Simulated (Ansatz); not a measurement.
# Compressing and expanding LiH10C6IN2O2 (C2/c) (176 atoms), part 2 of 2

How stiff is LiH10C6IN2O2 (C2/c) (176 atoms)?

Ansatz 0.2.0; Kohn-Sham DFT, PBE+D4, PAW (set soft_2, large core), plane waves.

The cell: 8 Li, 80 H, 48 C, 8 I, 16 N and 16 O. The Brillouin zone is sampled at Γ only. No spin–orbit coupling is included.

So far. Step 2 (Single point at the start): The r.m.s. force at the start is 2.5 eV/Å. Step 3 (Cell and atoms relaxed): The relaxation converged after 8 steps, with a largest force component of 0.031 eV/Å.

## Step 5: Volume -3 %

The relaxed cell is scaled evenly and the atoms are relaxed again; the stress at the end gives one point of P(V).

Contents of input.yaml:

```yaml
crystal:
  lattice:
    - [13.75047, -0.00187, -0.04153]
    - [-0.00186, 13.7037, 0.00166]
    - [-1.87633, 0.00152, 10.65125]
  atoms:
    [... the 176 atom lines of step 4 ...]
kpoints:
  mp_grid: { grid: [1, 1, 1] }
hamiltonian:
  xc: pbe
  dispersion: d4
  pseudopotentials: { kind: paw, core: large }
scf:
  occupations: { method: gaussian, width: 0.05 }
output:
  forces: true
  eigenvalues: true
  stress: true
relax:
  f_tol: 0.05
  max_steps: 70
```

The run is started by

```sh
$ ansatz run input.yaml --threads 4 --pin off --max-ram 8192MiB --backend cpu --events-out ev --progress --plain --runs-dir out
```

Numbers of over 12 decimals in the logs are rounded to 6 here.

What it wrote:

```text
Warning: output.stress: scf.convergence.dr2_threshold = 1e-7 eV (the SCF's general default) is looser than the 1.08e-8 eV advised for a printed stress (1e-10 eV for each atom of the cell: 176, of which 108 are counted). What an SCF threshold leaves in a stress goes as its square root, and in the free energy as the threshold itself, and one threshold admits the most on a small cell: [...]
[...]
Crystal: 176 atoms, lattice volume = 2005.972 Å³
Basis set: ecut = 420 eV, 39189 PW (Γ), exchange–correlation on 192×192×150 points (8 copies of the dense FFT grid, shifted against one another)
Bands: 440, of which v1, the nominal top of the filled ones, is band 264 counted from 1 (263 counted from 0)
Symmetry: 1 space group operations
[...]
k-points: 1
[...]
SCF iter   1: F=—  HF=-71621.004377 eV  |F-HF|=—  |Δ(HF+E_count)|=         —  Δρ=1.07e-1  dr2=2.08e2  ethr=3.10e-3  ⟨swp⟩=6.0  Hψ=2001  notcnv=0  defer=64
[...]
SCF iter   7: F=—  HF=-71548.435622 eV  |F-HF|=—  |Δ(HF+E_count)|=   1.22e-4  Δρ=2.54e-5  dr2=1.51e-5  ethr=4.48e-8  ⟨swp⟩=2.0  Hψ=531  notcnv=0  defer=165
SCF iter   8: F=-71548.435636 eV  HF=-71548.435636 eV  |F-HF|=3.25e-7  |Δ(HF+E_count)|=   1.37e-5  Δρ=5.33e-6  dr2=8.33e-7  ethr=2.86e-9  ⟨swp⟩=18.0  Hψ=3387  notcnv=0
SCF 1 converged in 8 iterations: F = -71548.435636 eV  dr2 = 8.33e-7
[...]
relax step   1: F+E_penalty+E_count = -71548.43563646 eV  Δ(F+E_penalty+E_count) = +0.000e0 eV  max|allowed force component| = 1.253e0 eV/Å  Δτ_max = 0.0000 Å  (8 SCF iters, dr2 threshold 6.25e-5 eV, accepted)
[...]
relax step   2: F+E_penalty+E_count = -71548.84787085 eV  Δ(F+E_penalty+E_count) = -4.122e-1 eV  max|allowed force component| = 1.599e-1 eV/Å  Δτ_max = 0.0580 Å  (6 SCF iters, dr2 threshold 9.82e-5 eV, accepted)
[...]
relax step   3: F+E_penalty+E_count = -71548.89445142 eV  Δ(F+E_penalty+E_count) = -4.658e-2 eV  max|allowed force component| = 1.104e-1 eV/Å  Δτ_max = 0.0678 Å  (9 SCF iters, accepted)
[...]
relax step   4: F+E_penalty+E_count = -71548.90425821 eV  Δ(F+E_penalty+E_count) = -9.807e-3 eV  max|allowed force component| = 2.328e-2 eV/Å  Δτ_max = 0.0253 Å  (8 SCF iters, accepted)
SCF converged after 8 iterations
Free energy (F): -71548.904258 eV
[...]
Internal energy: -71548.904258 eV  (E = F + TS)
E sigma→0 (E₀):  -71548.904258 eV
Fermi energy:    2.702452 eV
[...]
Σ components = -71548.904258   (vs F -71548.904258, Δ=0.00e0)
--- Forces (eV/Å), atoms counted from 1 ---
  atom   1  Li    -0.01475158     0.00039839    -0.00215717
  atom   2  Li     0.01445282     0.00023763     0.00221011
  atom   3  Li    -0.01492008    -0.00001370    -0.00227684
  atom   4  Li     0.01432263     0.00027003     0.00203663
[...]
atom 176  O      0.00692614    -0.01032963     0.01037770
  max |Σ_I F_I| component: 1.79e-4 eV/Å
--- Stress (GPa, compression-positive) ---
        0.294351       0.001264      -0.074061
        0.001264       0.290944      -0.001478
       -0.074060      -0.001478       0.375465
  P = ⅓ Tr σ = 0.3203 GPa (3.203 kbar)
--- Band table (eV) ---
[...]
--- Relaxed structure (4 steps of the walk, 4 accepted, 0 SCFs on fresh bases) ---
  F+E_penalty+E_count = -71548.90425821 eV   max|allowed force component| = 2.328e-2 eV/Å
  atoms:
    - { symbol: Li, position: [0.224279, 0.294447, 0.744482] }
    - { symbol: Li, position: [0.776516, 0.294292, 0.755630] }
    - { symbol: Li, position: [0.724183, 0.794447, 0.744629] }
    - { symbol: Li, position: [0.276347, 0.794344, 0.755585] }
[...]
- { symbol: O, position: [0.404290, 0.745980, 0.835483] }
```

Run time: 4.6 min. Hardware: 4 threads of AMD EPYC 7571, shared host; peak memory 2.9 GiB; 18 min of CPU time.

The program notes that the SCF threshold is loose for the stress.

The relaxation converged after 4 steps, 0.469 eV below its start, with a largest force component of 0.023 eV/Å.

Volume -3 %: the energy stands 0.0607 eV above that of the reference, at a pressure of 0.320 GPa.

## Step 6: Volume +3 %

The relaxed cell is scaled to another volume.

Input and log are left out; they have the form of those shown for this kind of step.

Elapsed: 4.7 min, on 4 threads of AMD EPYC 7571, shared host; peak memory 3 GiB.

The relaxation converged after 4 steps, 0.437 eV below its start, with a largest force component of 0.012 eV/Å.

Volume +3 %: the energy stands 0.0486 eV above that of the reference, at a pressure of -0.249 GPa.

## Step 7: Volume -6 %

The relaxed cell is scaled to another volume.

input.yaml, the sections that differ from step 5:

```yaml
crystal:
  lattice:
    - [13.60722, -0.00185, -0.04109]
    - [-0.00184, 13.56094, 0.00165]
    - [-1.85679, 0.00151, 10.54029]
  atoms:
    [... the 176 atom lines of step 4 ...]
# kpoints, hamiltonian, scf, output, relax: as in step 5
```

What it wrote:

```text
[...]
Crystal: 176 atoms, lattice volume = 1943.930 Å³
Basis set: ecut = 420 eV, 37999 PW (Γ), exchange–correlation on 192×192×144 points (8 copies of the dense FFT grid, shifted against one another)
Bands: 440, of which v1, the nominal top of the filled ones, is band 264 counted from 1 (263 counted from 0)
Symmetry: 1 space group operations
[...]
k-points: 1
[...]
SCF iter   1: F=—  HF=-71623.793116 eV  |F-HF|=—  |Δ(HF+E_count)|=         —  Δρ=1.11e-1  dr2=2.19e2  ethr=3.10e-3  ⟨swp⟩=6.0  Hψ=1983  notcnv=0  defer=68
[...]
SCF iter   7: F=—  HF=-71546.745077 eV  |F-HF|=—  |Δ(HF+E_count)|=   1.39e-4  Δρ=2.56e-5  dr2=1.54e-5  ethr=4.63e-8  ⟨swp⟩=2.0  Hψ=531  notcnv=0  defer=165
SCF iter   8: F=-71546.745092 eV  HF=-71546.745091 eV  |F-HF|=3.29e-7  |Δ(HF+E_count)|=   1.40e-5  Δρ=5.47e-6  dr2=8.48e-7  ethr=2.91e-9  ⟨swp⟩=18.0  Hψ=3461  notcnv=0
SCF 1 converged in 8 iterations: F = -71546.745092 eV  dr2 = 8.48e-7
[...]
relax step   1: F+E_penalty+E_count = -71546.74509152 eV  Δ(F+E_penalty+E_count) = +0.000e0 eV  max|allowed force component| = 2.602e0 eV/Å  Δτ_max = 0.0000 Å  (8 SCF iters, dr2 threshold 6.25e-5 eV, accepted)
[...]
relax step   2: F+E_penalty+E_count = -71548.44668402 eV  Δ(F+E_penalty+E_count) = -1.702e0 eV  max|allowed force component| = 3.473e-1 eV/Å  Δτ_max = 0.1569 Å  (7 SCF iters, dr2 threshold 1.00e-4 eV, accepted)
[...]
relax step   3: F+E_penalty+E_count = -71548.65159605 eV  Δ(F+E_penalty+E_count) = -2.049e-1 eV  max|allowed force component| = 1.251e-1 eV/Å  Δτ_max = 0.1055 Å  (8 SCF iters, dr2 threshold 7.54e-6 eV, accepted)
[...]
relax step   4: F+E_penalty+E_count = -71548.70468218 eV  Δ(F+E_penalty+E_count) = -5.309e-2 eV  max|allowed force component| = 3.415e-2 eV/Å  Δτ_max = 0.0653 Å  (10 SCF iters, accepted)
SCF converged after 10 iterations
Free energy (F): -71548.704682 eV
[...]
Internal energy: -71548.704682 eV  (E = F + TS)
E sigma→0 (E₀):  -71548.704682 eV
Fermi energy:    2.888476 eV
[...]
Σ components = -71548.704682   (vs F -71548.704682, Δ=0.00e0)
--- Forces (eV/Å), atoms counted from 1 ---
  atom   1  Li    -0.02413251     0.01453160    -0.00199600
  atom   2  Li     0.02481588     0.01458213     0.00159472
  atom   3  Li    -0.02390781     0.01418951    -0.00293213
  atom   4  Li     0.02419799     0.01446627     0.00200423
[...]
atom 176  O      0.00565086     0.02549650    -0.00185537
  max |Σ_I F_I| component: 1.61e-4 eV/Å
--- Stress (GPa, compression-positive) ---
        0.683731       0.000813      -0.121428
        0.000813       0.672112      -0.001475
       -0.121427      -0.001475       0.844626
  P = ⅓ Tr σ = 0.7335 GPa (7.335 kbar)
--- Band table (eV) ---
[...]
--- Relaxed structure (4 steps of the walk, 4 accepted, 0 SCFs on fresh bases) ---
  F+E_penalty+E_count = -71548.70468218 eV   max|allowed force component| = 3.415e-2 eV/Å
  atoms:
    - { symbol: Li, position: [0.224191, 0.294184, 0.744055] }
    - { symbol: Li, position: [0.776547, 0.293952, 0.756247] }
    - { symbol: Li, position: [0.724108, 0.794231, 0.744085] }
    - { symbol: Li, position: [0.276481, 0.794111, 0.756063] }
[...]
- { symbol: O, position: [0.406679, 0.747143, 0.834304] }
```

The job ended after 4.6 min (4 threads; peak memory 2.8 GiB; 17 min of CPU time).

The relaxation converged after 4 steps, 1.96 eV below its start, with a largest force component of 0.034 eV/Å.

Volume -6 %: the energy stands 0.260 eV above that of the reference, at a pressure of 0.733 GPa.

## Step 8: Volume +6 %

The relaxed cell is scaled to another volume.

Input and log are left out; they have the form of those shown for this kind of step.

It took 5 min on 4 threads of AMD EPYC 7571, shared host; peak memory 3.1 GiB; 19 min of CPU time.

The relaxation converged after 4 steps, 1.66 eV below its start, with a largest force component of 0.041 eV/Å.

Volume +6 %: the energy stands 0.181 eV above that of the reference, at a pressure of -0.448 GPa.

## Step 9: Volume -10 %

The relaxed cell is scaled to another volume.

Input and log are left out; they have the form of those shown for this kind of step.

Wall time 7.5 min (4 threads of AMD EPYC 7571, shared host); peak memory 2.7 GiB.

The relaxation was stopped at its limit after 4 steps, 5.74 eV below its start, with a largest force component of 0.090 eV/Å.

Volume -10 %: the energy stands 0.865 eV above that of the reference.

## Step 10: Stretched by 1 % along x

The relaxed cell is strained along x alone, which gives the stiffness along x and its coupling to y and z.

input.yaml, the sections that differ from step 7:

```yaml
crystal:
  lattice:
    - [14.0297, -0.00189, -0.04195]
    - [-0.0019, 13.84354, 0.00168]
    - [-1.91443, 0.00154, 10.75994]
  atoms:
    [... the 176 atom lines of step 4 ...]
# kpoints, hamiltonian, scf, output, relax: as in step 7
```

What it wrote:

```text
Warning: output.stress: scf.convergence.dr2_threshold = 1e-7 eV (the SCF's general default) is looser than the 1.08e-8 eV advised for a printed stress (1e-10 eV for each atom of the cell: 176, of which 108 are counted). What an SCF threshold leaves in a stress goes as its square root, and in the free energy as the threshold itself, and one threshold admits the most on a small cell: [...]
Engine: ansatz 0.2.0, x86_64-unknown-linux-gnu
Pseudopotentials: kind: paw
Pseudopotential: Li, paw, valence charge 3, recommended cutoff 420 eV (normal), Li.paw.azcp
Pseudopotential: H, paw, valence charge 1, recommended cutoff 420 eV (normal), H.paw.azcp
Pseudopotential: C, paw, valence charge 4, recommended cutoff 420 eV (normal), C.paw.azcp
Pseudopotential: I, paw, valence charge 7, recommended cutoff 420 eV (normal), I.paw.azcp#standard-large-core
Pseudopotential: N, paw, valence charge 5, recommended cutoff 420 eV (normal), N.paw.azcp
Pseudopotential: O, paw, valence charge 6, recommended cutoff 420 eV (normal), O.paw.azcp
[... 5 lines on functional and potentials left out ...]
Crystal: 176 atoms, lattice volume = 2088.691 Å³
Basis set: ecut = 420 eV, 40839 PW (Γ), exchange–correlation on 192×192×150 points (8 copies of the dense FFT grid, shifted against one another)
Bands: 440, of which v1, the nominal top of the filled ones, is band 264 counted from 1 (263 counted from 0)
Symmetry: 1 space group operations
Space group: P1 (ITA 1), of the structure as read, at distance tolerance 1.3e-4 Å
k-points: 1
[... 13 lines on functional and potentials left out ...]
Initial density: superposition of atomic densities (chi_scale 0.1, normalization cell, long waves kept (reshape's long-wave potential 0.13 eV rms))
Initial wavefunctions: pseudopotential atomic-orbital guess
Functional: x = pbe(κ = 0.804, μ = 0.219515), c = pbe(β = 0.066725)
SCF iter   1: F=—  HF=-71615.805091 eV  |F-HF|=—  |Δ(HF+E_count)|=         —  Δρ=1.01e-1  dr2=1.95e2  ethr=3.10e-3  ⟨swp⟩=6.0  Hψ=1981  notcnv=0  defer=62
preconditioner: auto → Resta (q_TF=auto, 2.169 Å⁻¹)  ε∞=2.5  [insulator: Δε(μ)=2.838 eV  Ē_g=13.856 eV  σ=0.050 eV  W_gap=1.00  n_scr=362 (ndim 8)  ℏωp=17.2 eV  f_vac=0.005  D(μ)=0.00/eV (n_scr^D=0)  ε∞_Penn≈2.5]
SCF iter   2: F=—  HF=-71564.637371 eV  |F-HF|=—  |Δ(HF+E_count)|=    5.12e1  Δρ=4.81e-2  dr2=4.78e1  ethr=3.10e-3  ⟨swp⟩=2.0  Hψ=757  notcnv=0  defer=165
SCF iter   3: F=—  HF=-71548.529059 eV  |F-HF|=—  |Δ(HF+E_count)|=    1.61e1  Δρ=5.60e-3  dr2=6.87e-1  ethr=3.10e-3  ⟨swp⟩=3.0  Hψ=759  notcnv=0  defer=165
SCF iter   4: F=—  HF=-71548.778476 eV  |F-HF|=—  |Δ(HF+E_count)|=   2.49e-1  Δρ=1.24e-3  dr2=4.07e-2  ethr=1.30e-4  ⟨swp⟩=2.0  Hψ=682  notcnv=0  defer=165
SCF iter   5: F=—  HF=-71548.818607 eV  |F-HF|=—  |Δ(HF+E_count)|=   4.01e-2  Δρ=3.72e-4  dr2=2.56e-3  ethr=7.70e-6  ⟨swp⟩=2.0  Hψ=540  notcnv=0  defer=165
SCF iter   6: F=—  HF=-71548.821259 eV  |F-HF|=—  |Δ(HF+E_count)|=   2.65e-3  Δρ=1.13e-4  dr2=1.93e-4  ethr=4.84e-7  ⟨swp⟩=2.0  Hψ=531  notcnv=0  defer=165
SCF iter   7: F=-71548.821362 eV  HF=-71548.821358 eV  |F-HF|=3.77e-6  |Δ(HF+E_count)|=   9.88e-5  Δρ=2.67e-5  dr2=1.48e-5  ethr=1.18e-8  ⟨swp⟩=18.0  Hψ=3749  notcnv=0
SCF 1 converged in 7 iterations: F = -71548.821362 eV  dr2 = 1.48e-5
[...]
relax step   1: F+E_penalty+E_count = -71548.82136199 eV  Δ(F+E_penalty+E_count) = +0.000e0 eV  max|allowed force component| = 9.978e-1 eV/Å  Δτ_max = 0.0000 Å  (7 SCF iters, dr2 threshold 6.25e-5 eV, accepted)
[...]
```

The job ended after 3 min (4 threads; peak memory 2.9 GiB).

The run was cut off at its time limit.

The session had allowed this step about 3 min.

## Step 11: Pressure against volume

Atoms are relaxed at each volume, in the scaled cell.

```csv
volume change (%),volume (Å³/atom),energy change (meV/atom),pressure (GPa),largest move on relaxing (Å),bonds,gap (eV)
-6,11.045,1.48,0.73,0.13,176,4.12
-3,11.398,0.35,0.32,0.07,176,4.11
+0,11.750,0.00,-0.01,-,176,4.07
+3,12.103,0.28,-0.25,0.07,176,4.05
+6,12.455,1.03,-0.45,0.13,176,4.04
```

## Step 12: Findings

The bulk modulus, from the slope of pressure against ln V over the three points nearest the relaxed volume, is 9.49 GPa; a quadratic over all points gives a pressure derivative of about 7.5. The gap goes from 4.12 eV at the smallest volume to 4.04 eV at the largest, -0.7 eV per unit of ln V by a straight line, on the run's k-points.

**Limits.** Strains are finite and relaxations stop at the force tolerance of the input, which can leave moduli too stiff; they are those of a static cell at zero temperature. Volumes are changed with the cell's shape held, so in an anisotropic solid the modulus lies over the one under free hydrostatic load. The program notes that the SCF threshold of the relaxations is loose for the stress. Forces of over 1 eV/Å at the start, largest on N, show that the listed positions lie far from a minimum at this level.

The DFT runs together took 41 min of wall time.

[Logs are printed without paths, hosts, clocks, repeated set-up lines and the standing remarks that a program may print on its own settings, such as how far it seeks lower states.]

[Hosts, paths, dates, database ids (printed as entryN), source tags and the programs' standing remarks are cut or masked in the printed files.]
